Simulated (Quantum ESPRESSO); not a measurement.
# FeO (Wuestite): parallel and opposed starts

Does FeO (Wuestite) prefer parallel or opposed moments?

Program: Quantum ESPRESSO 7.5. Level of theory: PBEsol with U = 4.5 eV on Fe d (ortho-atomic projectors); plane waves with GBRV 1.5 PBEsol potentials, no spin-orbit coupling. Results are calculated unless marked as measured.

This is a report of a sequence of runs, with most program output left out.

The database entry behind the starting cell differs from later determinations by our own check (inexact against later determinations), so it need not match the best structure at ambient conditions.

### 1. Set-up

It takes space group Fm-3m (No. 225, cubic). The conventional cell has a = 4.311 Å, b = 4.311 Å, c = 4.311 Å, α = 90.00°, β = 90.00°, γ = 90.00°. Nearest to Fe lie 6 O at 2.16 Å. Nearest to O lie 6 Fe at 2.16 Å. Farther neighbours and most contacts between anions are not listed.

The cell comes from the Crystallography Open Database.

### 2. Run 1 (ferro +)

The signs are those of the starting moments on the seeded atoms, the atoms that are given a moment.

pw.in

```
&CONTROL
  calculation = 'scf'
  prefix = 'pwscf'
  outdir = './tmp'
  pseudo_dir = './pseudo'
  disk_io = 'nowf'
/
&SYSTEM
  ibrav = 0
  nat = 2
  ntyp = 2
  ecutwfc = 40
  ecutrho = 280
  nbnd = 20
  occupations = 'smearing'
  smearing = 'fd'
  degauss = 0.00367493
  nspin = 2
  starting_magnetization(1) = 0.25
  starting_magnetization(2) = 0
/
&ELECTRONS
  conv_thr = 4d-09
  electron_maxstep = 150
  mixing_beta = 0.3
/
ATOMIC_SPECIES
Fe     55.8450 fe_pbesol_v1.5.uspp.F.UPF
O      15.9990 o_pbesol_v1.2.uspp.F.UPF
CELL_PARAMETERS angstrom
   0.0000000000    2.1554000000    2.1554000000
   2.1554000000    0.0000000000    2.1554000000
   2.1554000000    2.1554000000    0.0000000000
ATOMIC_POSITIONS crystal
Fe      0.0000000000    0.0000000000    0.0000000000
O       0.5000000000    0.5000000000    0.5000000000
K_POINTS automatic
8 8 8 0 0 0
HUBBARD {ortho-atomic}
U Fe-3d 4.5000
```

Command:

```bash
$ OMP_NUM_THREADS=1 mpirun -n 4 pw.x -nk 4 -in pw.in > pw.out
```

Run time: 3.6 s. Hardware: 4 MPI ranks of Arm Neoverse V2, shared host; peak memory 0.25 GiB.

Spin moment in the atom's sphere by atom:

| atom | spin moment in the atom's sphere (μB) |
| --- | --- |
| Fe1 | 3.58 |
| O2 | 0.23 |

Numbers from this step:

```
smearing term TS       : 0.01179 eV
magnetization          : 4.004 μB
absolute magnetization : 4.043 μB
final state            : ferromagnetic
```

Spin density in the ac plane of the conventional cell at fractional y = 0.000, with atoms of Fe and O within 0.2 Å of it.

Ten even steps from '_' (0.0 e/Å³) to '@' (7.9 e/Å³), each cell a mean:
```
##--____________________..++
::________________________..
____________________________
____________________________
______________..____________
____________--==::__________
__________::##@@==..________
__________..++##--__________
____________..::____________
____________________________
____________________________
..__________________________
==::______________________--
@@==..__________________::##
```
Columns run along a (4.3 Å), rows up along c (4.3 Å), edges of the conventional cell, whose origin can differ from the input's. Atoms in or near the plane, at fractional coordinates: Fe at (0.00, 0.00), Fe at (0.50, 0.50), O at (0.50, 0.00), O at (0.00, 0.50).

Valence density in the ac plane of the conventional cell at fractional y = 0.000, with atoms of Fe and O within 0.2 Å of it. It is the smooth field of the valence electrons, not physical close to the nuclei.

Values in e/Å³, 14 rows by 14 columns, each cell a mean:
```
22 11  2  0  1  2  5  6  4  1  0  1  4 18
 6  3  1  0  0  1  2  2  1  1  0  0  1  4
 1  1  0  0  0  0  1  1  1  0  0  0  0  1
 0  0  0  0  0  0  0  0  0  0  0  0  0  0
 1  1  0  0  0  1  2  2  1  0  0  0  1  1
 4  3  1  0  1  3 11 15  7  1  0  1  1  4
 7  4  1  0  1  6 22 22 15  2  0  1  2  6
 6  4  1  0  1  4 18 22 11  2  0  1  2  5
 2  1  1  0  0  1  4  6  3  1  0  0  1  2
 1  1  0  0  0  0  1  1  1  0  0  0  0  1
 0  0  0  0  0  0  0  0  0  0  0  0  0  0
 2  1  0  0  0  1  1  1  1  0  0  0  1  2
15  7  1  0  1  1  4  4  3  1  0  1  3 11
22 15  2  0  1  2  6  7  4  1  0  1  6 22
```
Columns run along a (4.3 Å), rows up along c (4.3 Å), edges of the conventional cell, whose origin can differ from the input's. Atoms in or near the plane, at fractional coordinates: Fe at (0.00, 0.00), Fe at (0.50, 0.50), O at (0.50, 0.00), O at (0.00, 0.50).

### 3. Run 2 (antiferro q=(0,1/2,1/2) +−)

This order needs a doubled cell of 4 atoms. The wavevector q is in fractions of the reciprocal vectors of the crystal's primitive cell, as the cells of these inputs are built from it; moments change sign between cells as cos(2π q·R).

pw.in

```
&CONTROL
  calculation = 'scf'
  prefix = 'pwscf'
  outdir = './tmp'
  pseudo_dir = './pseudo'
  disk_io = 'nowf'
/
&SYSTEM
  ibrav = 0
  nat = 4
  ntyp = 3
  ecutwfc = 40
  ecutrho = 280
  nbnd = 31
  occupations = 'smearing'
  smearing = 'fd'
  degauss = 0.00367493
  nspin = 2
  starting_magnetization(1) = 0.25
  starting_magnetization(2) = -0.25
  starting_magnetization(3) = 0
/
&ELECTRONS
  conv_thr = 8d-09
  electron_maxstep = 150
  mixing_beta = 0.3
/
ATOMIC_SPECIES
Fe1    55.8450 fe_pbesol_v1.5.uspp.F.UPF
Fe2    55.8450 fe_pbesol_v1.5.uspp.F.UPF
O      15.9990 o_pbesol_v1.2.uspp.F.UPF
CELL_PARAMETERS angstrom
   0.0000000000    2.1554000000    2.1554000000
   4.3108000000    0.0000000000    4.3108000000
   4.3108000000    2.1554000000    2.1554000000
ATOMIC_POSITIONS crystal
Fe1     0.0000000000    0.0000000000    0.0000000000
Fe2     0.0000000000    0.5000000000    0.0000000000
O       0.5000000000    0.0000000000    0.5000000000
O       0.5000000000    0.5000000000    0.5000000000
K_POINTS automatic
8 4 8 0 0 0
HUBBARD {ortho-atomic}
U Fe1-3d 4.5000
U Fe2-3d 4.5000
```

Run time: 46 s. Hardware: 4 MPI ranks; peak memory 0.42 GiB.

Spin moment in the atom's sphere by atom:

| atom | spin moment in the atom's sphere (μB) |
| --- | --- |
| Fe1 | 3.54 |
| Fe2 | -3.54 |
| O3 | -0.09 |
| O4 | 0.09 |

This step gave:

```
smearing term TS       : 0.04892 eV
magnetization          : 0 μB
absolute magnetization : 7.755 μB
final state            : antiferromagnetic
```

Spin density in the ac plane of the conventional cell at fractional y = 0.000, with atoms of Fe and O within 0.2 Å of it.

Values in e/Å³, 14 rows by 14 columns, each cell a mean:
```
 6.1  2.6  0.6  0.1  0.0  0.0 -0.1 -0.1 -0.1  0.0  0.0  0.2  1.2  4.3
 1.8  0.7  0.2  0.0  0.0  0.0  0.0  0.0  0.0  0.0  0.0  0.1  0.4  1.2
 0.3  0.2  0.1  0.0  0.0  0.0  0.0  0.0  0.0  0.0  0.0  0.0  0.1  0.2
 0.0  0.0  0.0  0.0  0.0  0.0 -0.1 -0.1 -0.1  0.0  0.0  0.0  0.0  0.0
 0.0  0.0  0.0  0.0 -0.1 -0.2 -0.6 -0.8 -0.4 -0.1  0.0  0.0  0.0  0.0
 0.1  0.0  0.0  0.0 -0.2 -0.7 -2.6 -3.9 -1.5 -0.4 -0.1  0.0  0.0  0.1
 0.2  0.1  0.0  0.0 -0.3 -1.8 -6.1 -7.7 -3.9 -0.8 -0.1  0.0  0.0  0.1
 0.1  0.1  0.0  0.0 -0.2 -1.2 -4.3 -6.1 -2.6 -0.6 -0.1  0.0  0.0  0.1
 0.0  0.0  0.0  0.0 -0.1 -0.4 -1.2 -1.8 -0.7 -0.2  0.0  0.0  0.0  0.0
 0.0  0.0  0.0  0.0  0.0 -0.1 -0.2 -0.3 -0.2 -0.1  0.0  0.0  0.0  0.0
 0.1  0.1  0.0  0.0  0.0  0.0  0.0  0.0  0.0  0.0  0.0  0.0  0.0  0.1
 0.8  0.4  0.1  0.0  0.0  0.0  0.0  0.0  0.0  0.0  0.0  0.1  0.2  0.6
 3.9  1.5  0.4  0.1  0.0  0.0 -0.1 -0.1  0.0  0.0  0.0  0.2  0.7  2.6
 7.7  3.9  0.8  0.1  0.0  0.0 -0.1 -0.2 -0.1  0.0  0.0  0.3  1.8  6.1
```
Columns run along a (4.3 Å), rows up along c (4.3 Å), edges of the conventional cell, whose origin can differ from the input's. Atoms in or near the plane, at fractional coordinates: Fe at (0.00, 0.00), Fe at (0.50, 0.50), O at (0.50, 0.00), O at (0.00, 0.50).

Valence density in the ac plane of the conventional cell at fractional y = 0.000, with atoms of Fe and O within 0.2 Å of it. It is the smooth field of the valence electrons, not physical close to the nuclei.

Values in e/Å³, 14 rows by 14 columns, each cell a mean:
```
21 11  2  0  1  2  5  6  4  1  0  1  4 18
 6  3  1  0  0  1  2  2  1  1  0  0  1  5
 1  1  0  0  0  0  1  1  1  0  0  0  0  1
 0  0  0  0  0  0  0  0  0  0  0  0  0  0
 1  1  0  0  0  1  2  2  1  0  0  0  1  1
 4  3  1  0  1  3 11 15  7  1  0  1  1  4
 7  4  1  0  1  6 22 22 15  2  0  1  2  6
 6  4  1  0  1  4 18 21 11  2  0  1  2  5
 2  1  1  0  0  1  5  6  3  1  0  0  1  2
 1  1  0  0  0  0  1  1  1  0  0  0  0  1
 0  0  0  0  0  0  0  0  0  0  0  0  0  0
 2  1  0  0  0  1  1  1  1  0  0  0  1  2
15  7  1  0  1  1  4  4  3  1  0  1  3 11
22 15  2  0  1  2  6  7  4  1  0  1  6 22
```
Columns run along a (4.3 Å), rows up along c (4.3 Å), edges of the conventional cell, whose origin can differ from the input's. Atoms in or near the plane, at fractional coordinates: Fe at (0.00, 0.00), Fe at (0.50, 0.50), O at (0.50, 0.00), O at (0.00, 0.50).

### 4. Start 3: antiferro q=(0,0,1/2) +−

This order needs a doubled cell of 4 atoms.

pw.in: that of step 3 with these lines changed.

```diff
@@ -33,11 +33,11 @@
    0.0000000000    2.1554000000    2.1554000000
-   4.3108000000    0.0000000000    4.3108000000
-   4.3108000000    2.1554000000    2.1554000000
+   2.1554000000    0.0000000000    2.1554000000
+   4.3108000000    4.3108000000    0.0000000000
 ATOMIC_POSITIONS crystal
 Fe1     0.0000000000    0.0000000000    0.0000000000
-Fe2     0.0000000000    0.5000000000    0.0000000000
-O       0.5000000000    0.0000000000    0.5000000000
-O       0.5000000000    0.5000000000    0.5000000000
+Fe2     0.0000000000    0.0000000000    0.5000000000
+O       0.5000000000    0.5000000000    0.2500000000
+O       0.5000000000    0.5000000000    0.7500000000
 K_POINTS automatic
-8 4 8 0 0 0
+8 8 4 0 0 0
 HUBBARD {ortho-atomic}
```

The job ended after 16 s (4 MPI ranks; peak memory 0.37 GiB).

Spin moment in the atom's sphere by atom:

| atom | spin moment in the atom's sphere (μB) |
| --- | --- |
| Fe1 | 3.49 |
| Fe2 | -3.49 |
| O3 | 0.00 |
| O4 | 0.00 |

Numbers from this step:

| Property | Result |
| --- | --- |
| smearing term TS | 0.02379 eV |
| magnetization | 0 μB |
| absolute magnetization | 7.553 μB |
| final state | antiferromagnetic |

### 5. Ranking

An order is kept where moments of 0.15 μB or more survive with the typed signs; meshes match where a doubled cell samples the same k points as the first cell.

Orders:

| start | final state | typed order kept | energy over the lowest (meV a seeded atom) | largest site moment (μB) | net moment (μB a cell of the first run) | mesh matched | CPU time (s) |
| --- | --- | --- | --- | --- | --- | --- | --- |
| ferro + | ferromagnetic | yes | 33.76 | 3.584 | 4.004 | yes | 14.2 |
| antiferro q=(0,1/2,1/2) +- | antiferromagnetic | yes | 314.7 | 3.543 | 0 | yes | 184.2 |
| antiferro q=(0,0,1/2) +- | antiferromagnetic | yes | 0 | 3.493 | 0 | yes | 64.57 |

### 6. Fillings of the first corrected shells

| start | type | spin | occupation numbers |
| --- | --- | --- | --- |
| ferro + | Fe | up | 0.989 0.989 0.989 0.993 0.993 |
| ferro + | Fe | down | 0.094 0.094 0.329 0.329 0.329 |
| antiferro q=(0,1/2,1/2) +- | Fe1 | up | 0.987 0.987 0.988 0.991 0.992 |
| antiferro q=(0,1/2,1/2) +- | Fe1 | down | 0.087 0.090 0.295 0.359 0.359 |
| antiferro q=(0,1/2,1/2) +- | Fe2 | up | 0.087 0.090 0.294 0.359 0.359 |
| antiferro q=(0,1/2,1/2) +- | Fe2 | down | 0.987 0.987 0.988 0.991 0.992 |
| antiferro q=(0,0,1/2) +- | Fe1 | up | 0.985 0.985 0.988 0.990 0.990 |
| antiferro q=(0,0,1/2) +- | Fe1 | down | 0.045 0.098 0.098 0.486 0.486 |
| antiferro q=(0,0,1/2) +- | Fe2 | up | 0.045 0.098 0.098 0.486 0.486 |
| antiferro q=(0,0,1/2) +- | Fe2 | down | 0.985 0.985 0.988 0.990 0.990 |

### 7. Results

| Property | Result |
| --- | --- |
| moments, largest by run | 3.58, 3.54, 3.49 μB |
| spread of the energies of the runs with moments | 315 meV a seeded atom |

Under a U these runs seem to end in unlike orbital states: the fillings of their corrected shells differ, or their energies lie too far apart for exchange alone. The differences are then no exchange energies, and the ranking says little of the magnetic order. Seeding all runs from one set of occupation matrices is the usual remedy. The smearing term is large for its width, so states at the Fermi level are partly filled: at this level the cell is a metal or has a gap of a few widths at most. Degenerate orbitals of a corrected shell are partly filled. Whether a state of lower symmetry lies under this one was not tested; under a U it often does.

[Logs and program files are shortened in this print: banners, set-up blocks, solver, clock and traceback lines can be left out without a mark of their own.]

[Logs are printed without paths, hosts, clocks, repeated set-up lines and the standing remarks that a program may print on its own settings, such as how far it seeks lower states.]

[Hosts, paths, dates, database ids (printed as entryN), source tags and the programs' standing remarks are cut or masked in the printed files.]

[Where a cell is said to come from a database of computed structures, the database is the Materials Project.]
